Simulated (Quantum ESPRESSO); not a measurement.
## MnH2O2 (Pyrochroite): magnetism against a distortion at fixed volume

How does a distortion at fixed volume change the magnetic state of MnH2O2 (Pyrochroite)?

Main program and level: Quantum ESPRESSO 7.5; PBEsol with U = 4 eV on Mn d (ortho-atomic projectors); plane waves with GBRV 1.5 PBEsol potentials, no spin-orbit coupling.

Most raw output is cut from this account.

### Step 1. The starting structure

The structure is trigonal, space group P-3m1 (No. 164). The conventional cell has a = 3.250 Å, b = 3.250 Å, c = 4.480 Å, α = 90.00°, β = 90.00°, γ = 120.00°. Nearest to Mn lie 6 O at 2.13 Å. Nearest to H lie 1 O at 0.99 Å. O has 1 H at 0.99 Å and 3 Mn at 2.13 Å nearest. Farther neighbours and most contacts between anions are not listed.

The cell comes from the Crystallography Open Database.

### Step 2. Factor along z 0.92, ferro +

Lengths along Cartesian z scale by the factor and those normal to it by its inverse root. Atoms keep their fractional places. Seeded atoms are those given a starting moment.

Contents of pw.in:

```
&CONTROL
  calculation = 'scf'
  prefix = 'pwscf'
  outdir = './tmp'
  pseudo_dir = './pseudo'
  disk_io = 'nowf'
  tprnfor = .true.
  tstress = .true.
/
&SYSTEM
  ibrav = 0
  nat = 5
  ntyp = 3
  ecutwfc = 40
  ecutrho = 280
  nbnd = 25
  occupations = 'smearing'
  smearing = 'fd'
  degauss = 0.00367493
  nspin = 2
  starting_magnetization(1) = 0.3
  starting_magnetization(2) = 0
  starting_magnetization(3) = 0
/
&ELECTRONS
  conv_thr = 1d-08
  electron_maxstep = 150
  mixing_beta = 0.3
/
ATOMIC_SPECIES
Mn     54.9380 mn_pbesol_v1.5.uspp.F.UPF
H       1.0080 h_pbesol_v1.4.uspp.F.UPF
O      15.9990 o_pbesol_v1.2.uspp.F.UPF
CELL_PARAMETERS angstrom
   3.3883592284    0.0000000000    0.0000000000
  -1.6941796142    2.9344051690    0.0000000000
   0.0000000000    0.0000000000    4.1216000000
ATOMIC_POSITIONS crystal
Mn      0.0000000000    0.0000000000    0.0000000000
H       0.3333333333    0.6666666667    0.4460000000
H       0.6666666667    0.3333333333    0.5540000000
O       0.3333333333    0.6666666667    0.2260000000
O       0.6666666667    0.3333333333    0.7740000000
K_POINTS automatic
8 8 8 0 0 0
HUBBARD {ortho-atomic}
U Mn-3d 4.0000
```

Launch:

```bash
$ OMP_NUM_THREADS=1 mpirun -n 2 pw.x -nk 2 -in pw.in > pw.out
```

The job ended after 30 s (2 MPI ranks of Intel Xeon 6975P-C (Granite Rapids), shared host; peak memory 0.28 GiB).

Spin moment in the atom's sphere by atom:

| atom | spin moment in the atom's sphere (μB) |
| --- | --- |
| Mn1 | 4.24 |
| H2 | 0.00 |
| H3 | 0.00 |
| O4 | 0.03 |
| O5 | 0.03 |

This step gave:

- smearing term TS: 1.56e-9 eV
- pressure: 19.26 GPa
- magnetization: 5 μB
- absolute magnetization: 5 μB
- final state: ferromagnetic

### Step 3. Factor along z 0.92, antiferro q=(0,1/2,1/2) +-

The wavevector q is in fractions of the reciprocal vectors of the crystal's primitive cell, as the cells of these inputs are built from it; moments change sign between cells as cos(2π q·R).

Contents of pw.in:

```
&CONTROL
  calculation = 'scf'
  prefix = 'pwscf'
  outdir = './tmp'
  pseudo_dir = './pseudo'
  disk_io = 'nowf'
  tprnfor = .true.
  tstress = .true.
/
&SYSTEM
  ibrav = 0
  nat = 10
  ntyp = 4
  ecutwfc = 40
  ecutrho = 280
  nbnd = 41
  occupations = 'smearing'
  smearing = 'fd'
  degauss = 0.00367493
  nspin = 2
  starting_magnetization(1) = 0.3
  starting_magnetization(2) = -0.3
  starting_magnetization(3) = 0
  starting_magnetization(4) = 0
/
&ELECTRONS
  conv_thr = 2d-08
  electron_maxstep = 150
  mixing_beta = 0.3
/
ATOMIC_SPECIES
Mn1    54.9380 mn_pbesol_v1.5.uspp.F.UPF
Mn2    54.9380 mn_pbesol_v1.5.uspp.F.UPF
H       1.0080 h_pbesol_v1.4.uspp.F.UPF
O      15.9990 o_pbesol_v1.2.uspp.F.UPF
CELL_PARAMETERS angstrom
   3.3883592284    0.0000000000    0.0000000000
  -3.3883592284    5.8688103379    0.0000000000
  -1.6941796142    2.9344051690    4.1216000000
ATOMIC_POSITIONS crystal
Mn1     0.0000000000    0.0000000000    0.0000000000
Mn2     0.0000000000    0.5000000000    0.0000000000
H       0.3333333333    0.1103333333    0.4460000000
H       0.3333333333    0.6103333333    0.4460000000
H       0.6666666667    0.8896666666    0.5540000000
H       0.6666666667    0.3896666666    0.5540000000
O       0.3333333333    0.2203333334    0.2260000000
O       0.3333333333    0.7203333333    0.2260000000
O       0.6666666667    0.7796666666    0.7740000000
O       0.6666666667    0.2796666666    0.7740000000
K_POINTS automatic
8 4 8 0 0 0
HUBBARD {ortho-atomic}
U Mn1-3d 4.0000
U Mn2-3d 4.0000
```

Run time: 3.3 min. Hardware: 2 MPI ranks; peak memory 0.66 GiB.

Spin moment in the atom's sphere by atom:

```csv
atom,spin moment in the atom's sphere (μB)
Mn1,4.23
Mn2,-4.23
H3,0.00
H4,0.00
H5,0.00
H6,0.00
O7,-0.01
O8,0.01
O9,-0.01
O10,0.01
```

Numbers from this step:

| Quantity | Value |
| --- | --- |
| smearing term TS | 3.37e-10 eV |
| pressure | 19.10 GPa |
| magnetization | 0 μB |
| absolute magnetization | 9.714 μB |
| final state | antiferromagnetic |

### Step 4. Factor along z 0.92, no spin polarisation

Contents of pw.in:

```
&CONTROL
  calculation = 'scf'
  prefix = 'pwscf'
  outdir = './tmp'
  pseudo_dir = './pseudo'
  disk_io = 'nowf'
  tprnfor = .true.
  tstress = .true.
/
&SYSTEM
  ibrav = 0
  nat = 5
  ntyp = 3
  ecutwfc = 40
  ecutrho = 280
  nbnd = 23
  occupations = 'smearing'
  smearing = 'fd'
  degauss = 0.00367493
/
&ELECTRONS
  conv_thr = 1d-08
  electron_maxstep = 150
  mixing_beta = 0.3
/
ATOMIC_SPECIES
Mn     54.9380 mn_pbesol_v1.5.uspp.F.UPF
H       1.0080 h_pbesol_v1.4.uspp.F.UPF
O      15.9990 o_pbesol_v1.2.uspp.F.UPF
CELL_PARAMETERS angstrom
   3.3883592284    0.0000000000    0.0000000000
  -1.6941796142    2.9344051690    0.0000000000
   0.0000000000    0.0000000000    4.1216000000
ATOMIC_POSITIONS crystal
Mn      0.0000000000    0.0000000000    0.0000000000
H       0.3333333333    0.6666666667    0.4460000000
H       0.6666666667    0.3333333333    0.5540000000
O       0.3333333333    0.6666666667    0.2260000000
O       0.6666666667    0.3333333333    0.7740000000
K_POINTS automatic
8 8 8 0 0 0
HUBBARD {ortho-atomic}
U Mn-3d 4.0000
```

Run time: 17 s. Hardware: 2 MPI ranks; peak memory 0.23 GiB; 34 s of CPU time.

Numbers from this step:

```
smearing term TS : 0.1007 eV
pressure         : -2.279 GPa
final state      : non-magnetic (no spin polarisation)
```

### Step 5. Factor along z 1.08, ferro +

pw.in, as its differences from that of step 4:

```diff
@@ -15,3 +15,3 @@
   ecutrho = 280
-  nbnd = 23
+  nbnd = 25
   occupations = 'smearing'
@@ -19,2 +19,6 @@
   degauss = 0.00367493
+  nspin = 2
+  starting_magnetization(1) = 0.3
+  starting_magnetization(2) = 0
+  starting_magnetization(3) = 0
 /
@@ -30,5 +34,5 @@
 CELL_PARAMETERS angstrom
-   3.3883592284    0.0000000000    0.0000000000
-  -1.6941796142    2.9344051690    0.0000000000
-   0.0000000000    0.0000000000    4.1216000000
+   3.1273139581    0.0000000000    0.0000000000
+  -1.5636569791    2.7083333333    0.0000000000
+   0.0000000000    0.0000000000    4.8384000000
 ATOMIC_POSITIONS crystal
```

The job ended after 31 s (2 MPI ranks; peak memory 0.28 GiB; 61 s of CPU time).

Numbers from this step:

```yaml
smearing_term_ts: 1.81e-6 eV
pressure: 5.146 GPa
magnetization: 5 μB
absolute_magnetization: 5 μB
final_state: ferromagnetic
largest_moment: 4.162 μB
```

### Step 6. A faulty input

One input was spoiled on purpose, to see how the program answers.

pw.in, as its differences from that of step 5:

```diff
@@ -26,3 +26,3 @@
   conv_thr = 1d-08
-  electron_maxstep = 150
+  electron_maxstep = 60
   mixing_beta = 0.3
@@ -34,5 +34,5 @@
 CELL_PARAMETERS angstrom
-   3.1273139581    0.0000000000    0.0000000000
-  -1.5636569791    2.7083333333    0.0000000000
-   0.0000000000    0.0000000000    4.8384000000
+   3.2500000000    0.0000000000    0.0000000000
+  -1.6250000000    2.8145825623    0.0000000000
+   0.0000000000    0.0000000000    4.4800000000
 ATOMIC_POSITIONS crystal
@@ -44,3 +44,3 @@
 K_POINTS automatic
-8 8 8 0 0 0
+0 8 8 0 0 0
 HUBBARD {ortho-atomic}
```

Wall time 0.65 s (2 MPI ranks); peak memory 0.05 GiB.

The program refused the input before any cycle.

The program's message: “card_kpoints (1): invalid values for nk1, nk2, nk3”

The fault put into the input: a mesh with a zero.

### Step 7. The series

The runs not shown differ from these in the moved quantity alone.

States, by row:

| tetragonal | ferro + | antiferro q=(0,1/2,1/2) +- | no spin polarisation |
| --- | --- | --- | --- |
| 0.92 | ferromagnetic | antiferromagnetic | non-magnetic |
| 0.96 | ferromagnetic | antiferromagnetic | non-magnetic |
| 1 | ferromagnetic | antiferromagnetic | non-magnetic |
| 1.04 | ferromagnetic | antiferromagnetic | non-magnetic |
| 1.08 | ferromagnetic | antiferromagnetic | non-magnetic |

The largest site moment by tetragonal:

```
tetragonal (factor)  ferro + (μB)  antiferro q=(0,1/2,1/2) +- (μB)
             0.9200          4.24                             4.23
             0.9600          4.21                             4.21
             1.0000          4.20                             4.19
             1.0400          4.18                             4.17
             1.0800          4.16                             4.15
```

Table of energy less that of the parallel start by tetragonal; values in meV a seeded atom:

| tetragonal (factor) | antiferro q=(0,1/2,1/2) +- | no spin polarisation |
| --- | --- | --- |
| 0.9200 | -2.60 | 4382 |
| 0.9600 | -4.19 | 4239 |
| 1.0000 | -7.88 | 4106 |
| 1.0400 | -14.2 | 3980 |
| 1.0800 | -22.9 | 3854 |

The energy over the lowest by tetragonal; values in meV an atom:

```csv
tetragonal (factor),ferro +,"antiferro q=(0,1/2,1/2) +-",no spin polarisation
0.9200,86.7,86.2,963
0.9600,18.7,17.9,867
1.0000,1.58,0,823
1.0400,24.3,21.4,820
1.0800,77.9,73.3,849
```

### Step 8. Results

```yaml
moment_parallel_start: 4.16 to 4.24 μB
states_met_from_these_starts: antiferromagnetic and ferromagnetic
```

What this shows: The moment of the parallel start goes from 4.24 μB at 0.92 to 4.16 μB at 1.08. The net moment of the cell goes from 5 to 5 μB. The radius of the spheres follows the nearest distance, so part of the change of the site moments is the spheres'. The largest moment of the start antiferro q=(0,1/2,1/2) +- lies between 4.15 and 4.23 μB. The start antiferro q=(0,1/2,1/2) +- lies under the parallel one at every finished point, by 2.60 to 22.9 meV a seeded atom.

[Logs and program files are shortened in this print: banners, set-up blocks, solver, clock and traceback lines can be left out without a mark of their own.]

[Logs are printed without paths, hosts, clocks, repeated set-up lines and the standing remarks that a program may print on its own settings, such as how far it seeks lower states.]

[Hosts, paths, dates, database ids (printed as entryN), source tags and the programs' standing remarks are cut or masked in the printed files.]

[Where a cell is said to come from a database of computed structures, the database is the Materials Project.]
